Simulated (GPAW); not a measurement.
# Optical response of TePb

Wanted: where TePb starts to absorb, how strongly, and its refractive index.

Main program and level: GPAW 26.7.0; DFT, LDA, plane-wave PAW (GPAW data sets), scalar-relativistic, RPA, optical limit.

## 1. Starting point

Symmetry: Fm-3m, No. 225, cubic system. The conventional cell has a = 6.462 Å, b = 6.462 Å, c = 6.462 Å, α = 90.00°, β = 90.00°, γ = 90.00°. Pb has 6 Te at 3.23 Å nearest. Nearest to Te lie 6 Pb at 3.23 Å. Farther neighbours and most contacts between anions are not listed.

Structure file:

```
Pb Te
1.0
     0.00000    3.23100    3.23100
     3.23100    0.00000    3.23100
     3.23100    3.23100    0.00000
Pb Te
1 1
Direct
  0.00000 0.00000 0.00000
  0.50000 0.50000 0.50000
```

## 2. Ground state

The self-consistent density comes first; it also tells whether there is a gap, which decides the occupations and the need for a Drude term.

This step: DFT, LDA, plane-wave PAW (GPAW data sets), scalar-relativistic, ground state (GPAW 26.7.0).

gs.py

```python
from ase import Atoms
from ase.dft.bandgap import bandgap
from gpaw import GPAW, PW, FermiDirac

atoms = Atoms(['Pb', 'Te'],
              cell=[[0.000000000000, 3.231000000000, 3.231000000000],
                    [3.231000000000, 0.000000000000, 3.231000000000],
                    [3.231000000000, 3.231000000000, 0.000000000000]],
              scaled_positions=[[0.000000000000, 0.000000000000, 0.000000000000],
                                [0.500000000000, 0.500000000000, 0.500000000000]],
              pbc=[True, True, True])
atoms.calc = GPAW(mode=PW(400), xc='LDA', kpts={'size': (6, 6, 6), 'gamma': True},
                  occupations=FermiDirac(0.05), maxiter=150, txt='gs.txt')
print('energy (eV)', atoms.get_potential_energy())
print('Fermi level (eV)', atoms.calc.get_fermi_level())
print('valence electrons', atoms.calc.get_number_of_electrons())
print('gap (eV)', bandgap(atoms.calc, output=None)[0])
print('direct gap (eV)', bandgap(atoms.calc, direct=True, output=None)[0])
atoms.calc.write('gs.gpw')
```

Run with:

```
$ OMP_NUM_THREADS=1 python gs.py
```

Numbers of over 12 decimals in the logs are rounded to 6 here.

What it wrote:

```text
__  _  _
 | _ |_)|_||  |
 |__||  | ||/\| - 26.7.0

Versions:
  Python: 3.12.14
  ASE:    3.29.0
  Numpy:  2.5.5
  Scipy:  1.18.1
  Libxc:  7.0.0

Input parameters:
  mode=PW(ecut=400.0),
  kpts=MonkhorstPack(size=(6, 6, 6), gamma=True),
  maxiter=150,
  occupations=Occupations(name='fermi-dirac', width=0.05, fixmagmom=False),
  xc=XC(name='LDA')

Diagonalizing LCAO Hamiltonian
Converting LCAO to pw mode

                 Te

       Pb

Atoms  # Å, Bohr magnetons
|   | symbol |        x |        y |        z |    initial magnetic moments |
| 0 |     Pb | 0.000000 | 0.000000 | 0.000000 | ( 0.0000,  0.0000,  0.0000) |
| 1 |     Te | 3.231000 | 3.231000 | 3.231000 | ( 0.0000,  0.0000,  0.0000) |

Unit cell  # Å
| periodic |        x |        y |        z |  lengths |    angles |
|      yes | 0.000000 | 3.231000 | 3.231000 | 4.569324 | 60.000000 |
|      yes | 3.231000 | 0.000000 | 3.231000 | 4.569324 | 60.000000 |
|      yes | 3.231000 | 3.231000 | 0.000000 | 4.569324 | 60.000000 |

Number of symmetries: 48
Symmetry operations  # r_c * U_cc + t_c -> r_c
|    | kind |            matrix            |
|  0 |  σ   |  1, 0, 0,  1, 0,-1,  1,-1, 0 |
|  1 |  C2  |  1, 0, 0,  1,-1, 0,  1, 0,-1 |
|  2 |  E   |  1, 0, 0,  0, 1, 0,  0, 0, 1 |
|  3 |  σ   |  1, 0, 0,  0, 0, 1,  0, 1, 0 |
|  4 |  C4  |  1, 0,-1,  1, 0, 0,  1,-1, 0 |
|  5 |  S6  |  1, 0,-1,  1,-1, 0,  1, 0, 0 |
|  6 |  σ   |  1, 0,-1,  0, 1,-1,  0, 0,-1 |
|  7 |  C3  |  1, 0,-1,  0, 0,-1,  0, 1,-1 |
|  8 |  S6  |  1,-1, 0,  1, 0, 0,  1, 0,-1 |
|  9 |  C4  |  1,-1, 0,  1, 0,-1,  1, 0, 0 |
| 10 |  C3  |  1,-1, 0,  0,-1, 1,  0,-1, 0 |
| 11 |  σ   |  1,-1, 0,  0,-1, 0,  0,-1, 1 |
| 12 |  σ   |  0, 1, 0,  1, 0, 0,  0, 0, 1 |
| 13 |  C4  |  0, 1, 0,  0, 1,-1, -1, 1, 0 |
| 14 |  C3  |  0, 1, 0,  0, 0, 1,  1, 0, 0 |
| 15 |  S6  |  0, 1, 0, -1, 1, 0,  0, 1,-1 |
| 16 |  C2  |  0, 1,-1,  1, 0,-1,  0, 0,-1 |
| 17 |  σ   |  0, 1,-1,  0, 1, 0, -1, 1, 0 |
| 18 |  S4  |  0, 1,-1,  0, 0,-1,  1, 0,-1 |
| 19 |  C4  |  0, 1,-1, -1, 1, 0,  0, 1, 0 |
| 20 |  C3  |  0, 0, 1,  1, 0, 0,  0, 1, 0 |
| 21 |  σ   |  0, 0, 1,  0, 1, 0,  1, 0, 0 |
| 22 |  S6  |  0, 0, 1,  0,-1, 1, -1, 0, 1 |
| 23 |  C4  |  0, 0, 1, -1, 0, 1,  0,-1, 1 |
| 24 |  S4  |  0, 0,-1,  1, 0,-1,  0, 1,-1 |
| 25 |  C3  |  0, 0,-1,  0, 1,-1,  1, 0,-1 |
| 26 |  C2  |  0, 0,-1,  0,-1, 0, -1, 0, 0 |
| 27 |  S6  |  0, 0,-1, -1, 0, 0,  0,-1, 0 |
| 28 |  S4  |  0,-1, 1,  1,-1, 0,  0,-1, 0 |
| 29 |  C4  |  0,-1, 1,  0, 0, 1, -1, 0, 1 |
| 30 |  C2  |  0,-1, 1,  0,-1, 0,  1,-1, 0 |
| 31 |  σ   |  0,-1, 1, -1, 0, 1,  0, 0, 1 |
| 32 |  C3  |  0,-1, 0,  1,-1, 0,  0,-1, 1 |
| 33 |  S6  |  0,-1, 0,  0, 0,-1, -1, 0, 0 |
| 34 |  S4  |  0,-1, 0,  0,-1, 1,  1,-1, 0 |
| 35 |  C2  |  0,-1, 0, -1, 0, 0,  0, 0,-1 |
| 36 |  C2  | -1, 1, 0,  0, 1, 0,  0, 1,-1 |
| 37 |  S6  | -1, 1, 0,  0, 1,-1,  0, 1, 0 |
| 38 |  S4  | -1, 1, 0, -1, 0, 1, -1, 0, 0 |
| 39 |  C3  | -1, 1, 0, -1, 0, 0, -1, 0, 1 |
| 40 |  S6  | -1, 0, 1,  0, 0, 1,  0,-1, 1 |
| 41 |  C2  | -1, 0, 1,  0,-1, 1,  0, 0, 1 |
| 42 |  C3  | -1, 0, 1, -1, 1, 0, -1, 0, 0 |
| 43 |  S4  | -1, 0, 1, -1, 0, 0, -1, 1, 0 |
| 44 |  C2  | -1, 0, 0,  0, 0,-1,  0,-1, 0 |
| 45 |  i   | -1, 0, 0,  0,-1, 0,  0, 0,-1 |
| 46 |  σ   | -1, 0, 0, -1, 1, 0, -1, 0, 1 |
| 47 |  C2  | -1, 0, 0, -1, 0, 1, -1, 1, 0 |

BZ-sampling:
  Number of BZ points: 216
  Number of IBZ points: 16

  Monkhorst-Pack size: [6, 6, 6]
  Monkhorst-Pack shift: [0.083333, 0.083333, 0.083333]

K-points  # in reciprocal-cell coordinates
|     |                                coordinates |     weight |
|   0 | (  0.00000000,   0.00000000,   0.00000000) | 0.00462963 |
|   1 | (  0.16666667,   0.16666667,   0.00000000) | 0.02777778 |
|   2 | (  0.16666667,   0.16666667,   0.16666667) | 0.03703704 |
|   3 | (  0.33333333,   0.16666667,   0.16666667) | 0.05555556 |
|   4 | (  0.33333333,   0.33333333,  -0.33333333) | 0.05555556 |
|   5 | (  0.33333333,   0.33333333,   0.00000000) | 0.02777778 |
|   6 | (  0.33333333,   0.33333333,   0.16666667) | 0.11111111 |
|   7 | (  0.33333333,   0.33333333,   0.33333333) | 0.03703704 |
|   8 | (  0.50000000,   0.33333333,  -0.33333333) | 0.11111111 |
|   9 | (  0.50000000,   0.33333333,  -0.16666667) | 0.05555556 |
| ... |                                            |            |
|  15 | (  0.50000000,   0.50000000,   0.50000000) | 0.01851852 |

Plane wave coefficients: 1243
Cutoff: 400.0 eV

Spin-components: 1 (collinear spins)
Bands:           13
Projectors:      11
Spin-degeneracy: 2
Datatype:        complex128

Parallelization:
  kpt:    1
  domain: 1
  band:   1

Density:
  Valence electrons: 20.0
  Components: 1
  Grid points: [24 24 24]
  Charge: 0.0  # |e|

Potential:
  Grid points: [24 24 24]

species:
  Pb:
    name:    Lead
    id:
    Z:       82.0
    valence: 14
    core:    68
    charge:  0.0  # [|e|]
    compensation charges:
      type: gauss
      rc: 0.38  # [Å]
      lmax: 2
    cutoffs:
      filter: 2.36  # [Å]
      core: 2.43  # [Å]
    projectors
    | kind |    occ | energy [eV] | rcut [Å] |
    |   6s |  2.000 |     -12.249 |    1.259 |
    |   6p |  2.000 |      -3.713 |    1.275 |
    |   5d | 10.000 |     -21.326 |    1.217 |
    |    s |        |      14.962 |    1.259 |
    |    p |        |      23.498 |    1.275 |
    |    d |        |       5.885 |    1.217 |

    Using partial waves for Pb as LCAO basis

  Te:
    name:    Tellurium
    id:
    Z:       52.0
    valence: 6
    core:    46
    charge:  0.0  # [|e|]
    compensation charges:
      type: gauss
      rc: 0.36  # [Å]
      lmax: 2
    cutoffs:
      filter: 2.09  # [Å]
      core: 3.17  # [Å]
    projectors
    | kind |    occ | energy [eV] | rcut [Å] |
    |   5s |  2.000 |     -15.337 |    1.180 |
    |   5p |  4.000 |      -6.113 |    1.196 |
    |    s |        |      11.875 |    1.180 |
    |    p |        |      21.098 |    1.196 |
    |    d |        |       0.000 |    1.238 |

    Using partial waves for Te as LCAO basis

Reference energy: -751608.429774  # eV

eigensolver:
  PPCG
  Converge bands: occupied
  niter=2

density mixing:
  MSR1-Mixer
  Pratt-step length: 0.05
  Maximum mixing coefficient: 0.75
  Old densities: 10
  SVD Regularization: 0.005
  Good broyden scale: 1.0
  Trust region scale: 1.0
  Backstep threshold: 4.0
  History deletion threshold: 6.0
  Fourier metric: weight=20.0, sigma=0.015

occupation numbers:
  Fermi-Dirac:
    width: 0.0500  # eV

poisson solver:
  ecut: 3200.0  # eV

xc functional:
  name: None

convergence criteria:
- Maximum [total energy] change in last 3 cyles: 0.0005 eV / valence electron
- Maximum integral of absolute [dens]ity change: 0.0001 electrons / valence electron
- Maximum integral of absolute [eigenst]ate change: 4e-08 eV^2 / valence electron
maximum number of iterations: 150

SCF iterations
|iter     |      energy | eigst |  dens |
|iter:   1||   -9.106862 | -0.07 |       |
|iter:   2||   -9.087609 | -1.87 | -1.37 |
|iter:   3||   -8.995458 | -1.99 | -1.42 |
|iter:   4||   -8.994039 | -3.81 | -1.96 |
|iter:   5||   -8.993921c| -4.73 | -2.43 |
|iter:   6||   -8.993924c| -5.74 | -3.31 |
|iter:   7||   -8.993924c| -6.97 | -3.88 |
|iter:   8||   -8.993924c| -7.96c| -4.46c|

Converged in 8 steps
SCF loop duration: 3.982 s (0.498 s/step)
Energy contributions relative to reference atoms: (reference = -751608.429774)

Energy contributions:
  Kinetic:          16.102501
  Coulomb:         -16.836084
  Zero:              0.180462
  External:          0.000000
  Xc:               -8.440774
  Entropy:          -0.000058
  Spinorbit:         0.000000
  ----------------------------
  Free energy:      -8.993954
  Extrapolated:     -8.993924

dipole moment: (-27.419551, -27.419551, -27.419551)  # |e|*Ang

Fermi level: 5.645
Eigenvalues  # (at kpt = [0.000, 0.000, 0.000])
| band index |      eig [eV] | occ [0-2] |
|          0 |       -11.284 |     2.000 |
|        ... |               |           |
|          2 |       -11.265 |     2.000 |
|          3 |       -11.265 |     2.000 |
|          4 |       -11.265 |     2.000 |
|          5 |        -6.723 |     2.000 |
|          6 |        -0.351 |     2.000 |
|          7 |         3.982 |     2.000 |
|          8 |         3.982 |     2.000 |
|          9 |         3.982 |     2.000 |
|         10 |         9.300 |     0.000 |
|         11 |         9.300 |     0.000 |
|         12 |         9.300 |     0.000 |

Gap: 0.617 eV
Transition (v -> c):
  (s=0, k=15, n=9, [0.50, 0.50, 0.50]) -> (s=0, k=15, n=10, [0.50, 0.50, 0.50])
No difference between direct/indirect transitions

--- standard output ---
energy (eV) -8.993924
Fermi level (eV) 5.644674
valence electrons 20.0
gap (eV) 0.616531
direct gap (eV) 0.616531
```

It took 5.6 s on 1 thread of Arm Neoverse V2, shared host; peak memory 0.14 GiB.

This step gave:

| Property | Result |
| --- | --- |
| energy | -8.994 eV |
| Fermi energy | 5.645 eV |
| gap on the k-mesh | 0.6165 eV |
| direct gap on the mesh | 0.6165 eV |
| electrons | 20 |

There is a gap, 0.62 eV on this mesh (points off the mesh can give less), so no carriers' term is needed.

## 3. Bands for the response

At the fixed density, many empty bands are solved on the mesh of the response, since the spectrum sums over them.

This step: DFT, LDA, plane-wave PAW (GPAW data sets), scalar-relativistic, bands at fixed density (GPAW 26.7.0).

nscf.py

```python
from ase.dft.bandgap import bandgap
from gpaw import GPAW, FermiDirac

calc = GPAW('gs.gpw').fixed_density(kpts={'size': (16, 16, 16), 'gamma': True}, nbands=49, convergence={'bands': 43},
                                    occupations=FermiDirac(0.001), txt='nscf.txt')
print('gap (eV)', bandgap(calc, output=None)[0])
print('direct gap (eV)', bandgap(calc, direct=True, output=None)[0])
print('top band over the Fermi level (eV)', min(calc.get_eigenvalues(kpt=k)[42] for k in range(len(calc.get_ibz_k_points()))) - calc.get_fermi_level())
calc.write('full.gpw', mode='all')
```

Run with:

```
$ OMP_NUM_THREADS=1 python nscf.py
```

What it wrote:

```text
Diagonalizing LCAO Hamiltonian
Converting LCAO to pw mode
convergence criteria:
- Maximum integral of absolute [eigenst]ate change: 4e-08 eV^2 / valence electron
maximum number of iterations: 150

SCF iterations
|iter     |      energy | eigst |  dens |
|iter:   1||             | +3.63 |       |
|iter:   2||             | +2.33 |       |
|iter:   3||             | +1.44 |       |
|iter:   4||             | +0.47 |       |
|iter:   5||             | -0.30 |       |
|iter:   6||             | -1.10 |       |
|iter:   7||             | -1.82 |       |
|iter:   8||             | -2.62 |       |
|iter:   9||             | -3.36 |       |
|iter:  10||             | -4.13 |       |
|iter:  11||             | -4.83 |       |
|iter:  12||             | -5.54 |       |
|iter:  13||             | -6.19 |       |
|iter:  14||             | -6.78 |       |
|iter:  15||             | -7.32 |       |
|iter:  16||             | -7.78c|       |
SCF steps: 16
  __  _  _
 | _ |_)|_||  |
 |__||  | ||/\| - 26.7.0

Versions:
  Python: 3.12.14
  ASE:    3.29.0
  Numpy:  2.5.5
  Scipy:  1.18.1
  Libxc:  7.0.0

Input parameters:
  mode=PW(ecut=400.0),
  convergence={'bands': 43},
  gpts=array([24, 24, 24]),
  kpts=MonkhorstPack(size=(16, 16, 16), gamma=True),
  maxiter=150,
  nbands=49,
  occupations=Occupations(name='fermi-dirac', width=0.001, fixmagmom=False),
  parallel={},
  xc=XC(name='LDA')

--- standard output ---
gap (eV) 0.616531
direct gap (eV) 0.616531
top band over the Fermi level (eV) 27.947852
```

Elapsed: 3.9 min, on 1 thread; peak memory 0.32 GiB.

## 4. Dielectric function, RPA

Transitions between filled and empty bands, summed over the zone, give the optical response, so mesh, band count and broadening shape it.

The induced potential is part of this response.

This step: DFT, LDA, plane-wave PAW (GPAW data sets), scalar-relativistic, RPA, optical limit (GPAW 26.7.0).

df.py

```python
from gpaw.response.df import DielectricFunction

df = DielectricFunction('full.gpw', frequencies={'type': 'nonlinear', 'domega0': 0.03, 'omega2': 8},
                        ecut=50,
                        eta=0.1,
                        nbands=43,
                        txt='df.txt')
for direction in ['x']:
    df.get_dielectric_function(xc='RPA', direction=direction, filename=f'df_{direction}.csv')
```

Run with:

```
$ OMP_NUM_THREADS=1 python df.py
```

What it wrote:

```text
Using integrator: PointIntegrator
NonLinearFrequencyDescriptor(from 0.000 to 49.084 eV, 463 points)
Nonperiodic BCs:  [False False False]
Using integrator: PointIntegrator
NonLinearFrequencyDescriptor(from 0.000 to 49.084 eV, 463 points)
Nonperiodic BCs:  [False False False]

Calculating chi0 body with:
    Ground state adapter containing:
    Number of spins: 1
    Number of kpoints: 4096
    Number of irreducible kpoints: 145
    Number of completely occupied states: 10
    Number of partially occupied states: 10

    Linear response parametrization:
    q_c: [0.0, 0.0, 0.0]
    Number of frequency points: 463
    Planewave cutoff: 50.0
    Number of bands: 43
    Number of planewaves: 59
    Broadening (eta): 0.1

Integrating chi0 body.

Symmetries of q_c:
    Direct symmetries (Uq -> q): 48
    Indirect symmetries (TUq -> q): 0
In total 48 allowed symmetries.

145 groups of equivalent kpoints. 96.4599609375% reduction.

Integral kind: spectral function

Calculating chi0 optical extensions with:
    Ground state adapter containing:
    Number of spins: 1
    Number of kpoints: 4096
    Number of irreducible kpoints: 145
    Number of completely occupied states: 10
    Number of partially occupied states: 10

    Linear response parametrization:
    Number of frequency points: 463
    Planewave cutoff: 50.0
    Number of bands: 43
    Number of planewaves: 59
    Broadening (eta): 0.1
Integrating chi0 head and wings.

Symmetries of q_c:
    Direct symmetries (Uq -> q): 48
    Indirect symmetries (TUq -> q): 0
In total 48 allowed symmetries.

145 groups of equivalent kpoints. 96.4599609375% reduction.

Integral kind: spectral function wings
```

It took 29 s on 1 thread; peak memory 0.31 GiB.

This step gave:

```
electronic dielectric constant ε∞, mean over x, y and z (by symmetry where fewer were run) : 30.09
centre of weight of the strongest loss peak in the window                                  : 14.23 eV
```

Sum at mesh points, not converged in k; values under the direct gap are tails of Lorentzian lines. The Im ε, E ∥ x by photon energy; read off at these points:

```csv
photon energy (eV),"Im ε, E ∥ x"
0.0,0
1.0,7.38
1.8,75.9
2.0,57.6
3.0,11.7
4.0,3.19
5.0,1.79
6.0,2.90
7.0,3.64
8.0,1.93
9.0,1.38
10.0,1.24
11.0,1.03
12.0,0.639
13.0,0.561
14.0,0.470
15.0,0.298
16.0,0.346
17.0,0.328
18.0,0.517
19.0,0.431
20.0,0.404
21.0,0.373
22.0,0.327
23.0,0.238
24.0,0.220
```

Sum at mesh points, not converged in k. The reflectivity at normal incidence, E ∥ x by photon energy; read off at these points:

photon energy (eV), reflectivity at normal incidence, E ∥ x (%) and a bar:
```
     0.00       47.8 ##################
     0.50       49.3 ###################
     1.00       54.4 #####################
     1.50       63.2 ########################
     2.00       71.7 ###########################
     2.50       76.6 #############################
     2.59       78.1 ##############################
     3.00       75.2 #############################
     3.50       71.3 ###########################
     4.00       75.8 #############################
     4.50       69.6 ###########################
     5.00       58.1 ######################
     5.50       34.3 #############
     6.00       24.1 #########
     6.50       27.3 ##########
     7.00       35.9 #############
     7.50       42.8 ################
     7.91       46.9 ##################
     8.00       45.9 #################
     8.50       44.0 #################
     9.00       37.8 ##############
     9.50       35.0 #############
    10.00       35.8 #############
    10.50       35.7 #############
    11.00       32.2 ############
    11.25       38.4 ##############
    11.50       30.4 ###########
    12.00       33.0 ############
    12.50       26.6 ##########
    13.00       23.3 ########
    13.50       24.5 #########
    14.00       23.0 ########
    14.13       25.6 #########
    14.50       15.0 #####
    15.00       11.2 ####
    15.50        7.4 ##
    16.00        5.9 #
    16.50        4.5 #
    17.00        3.4 #
    17.50        2.7 
    18.00        3.7 #
    18.50        4.8 #
    19.00        4.9 #
    19.50        4.1 #
    20.00        3.7 #
    20.50        3.7 #
    21.00        4.4 #
    21.50        3.7 #
    22.00        4.0 #
    22.50        3.6 #
    23.00        2.9 
    23.50        2.4 
    24.00        2.1 
    24.50        2.1
```

Sum at mesh points, not converged in k; values under the direct gap are tails of Lorentzian lines. Im ε, E ∥ x against photon energy; read off at these points:

```csv
photon energy (eV),without local fields,with local fields
0.0,0,0
1.0,8.06,7.38
1.7,83.3,73.0
1.8,83.5,75.9
2.0,60.1,57.6
3.0,11.2,11.7
4.0,3.15,3.19
5.0,2.01,1.79
6.0,4.32,2.90
7.0,4.67,3.64
8.0,2.13,1.93
9.0,1.80,1.38
10.0,1.44,1.24
11.0,1.08,1.03
12.0,0.679,0.639
13.0,0.632,0.561
14.0,0.411,0.470
15.0,0.378,0.298
16.0,0.285,0.346
17.0,0.237,0.328
18.0,0.565,0.517
19.0,0.409,0.431
20.0,0.397,0.404
21.0,0.313,0.373
22.0,0.260,0.327
23.0,0.187,0.238
24.0,0.144,0.220
```

Sum at mesh points, not converged in k; values under the direct gap are tails of Lorentzian lines. Table of loss function −Im 1/ε at q → 0, E ∥ x by energy loss; read off at these points:

energy loss (eV), loss function −Im 1/ε at q → 0, E ∥ x and a bar:
```
      0.0       0.00 
      1.0       0.00 
      2.0       0.02 
      3.0       0.03 
      4.0       0.06 #
      5.0       0.19 ##
      6.0       0.34 ###
      7.0       0.25 ##
      8.0       0.29 ###
      9.0       0.49 #####
     10.0       0.58 ######
     11.0       0.76 ########
     12.0       1.21 ############
     13.0       1.74 #################
     13.7       2.34 ########################
     14.0       2.11 #####################
     14.2       2.98 ##############################
     15.0       2.12 #####################
     16.0       1.26 #############
     17.0       0.86 #########
     18.0       0.84 ########
     19.0       1.08 ###########
     20.0       0.91 #########
     21.0       1.03 ##########
     22.0       0.96 ##########
     23.0       0.69 #######
     24.0       0.55 ######
```

Optical constants at common wavelengths, from n + ik = √ε:

```csv
wavelength (nm),n,k,R (%),1/α
1550,6.10,0.235,51.7,524 nm
800,8.02,2.909,64.3,22 nm
633,5.20,5.947,71.8,8.5 nm
365,0.98,3.341,74.0,8.7 nm
308,0.60,2.645,75.0,9.3 nm
248,0.54,1.665,58.1,12 nm
193,1.19,1.324,27.3,12 nm
```

Below the direct gap, k and the depth come from the tails of the Lorentzian lines, not from transitions.

## 5. Summary of results

| Property | Result |
| --- | --- |
| electronic dielectric constant ε∞, mean over x, y and z (by symmetry where fewer were run) (RPA) | 30.1 |
| centre of weight of the strongest loss peak in the window, first axis | 14.2 eV |

At this level (LDA, RPA) TePb has ε∞ = 30.1 and n = 6.10 at 1550 nm. On the mesh the gap is 0.62 eV and the least direct gap 0.62 eV. Local fields change the static value along x from 32.45 to 30.09 (-7 %). Excitons and phonon-assisted transitions are missing; LDA gaps are as a rule too small, which pulls the onset down and ε∞ up, while the missing spin-orbit coupling works the other way with such heavy atoms. Spin-orbit coupling is left out although heavy atoms are present. The sum runs over mesh points 0.11 Å⁻¹ apart with no interpolation, so peaks are partly noise of the mesh; over so small a direct gap single mesh points weigh heavily, so ε∞, n and their changes from run to run can be far off.

[Machine, clock and banner lines and Python warnings are left out of the logs.]

[Logs are printed without paths, hosts, clocks, repeated set-up lines and the standing remarks that a program may print on its own settings, such as how far it seeks lower states.]

[Hosts, paths, dates, database ids (printed as entryN), source tags and the programs' standing remarks are cut or masked in the printed files.]
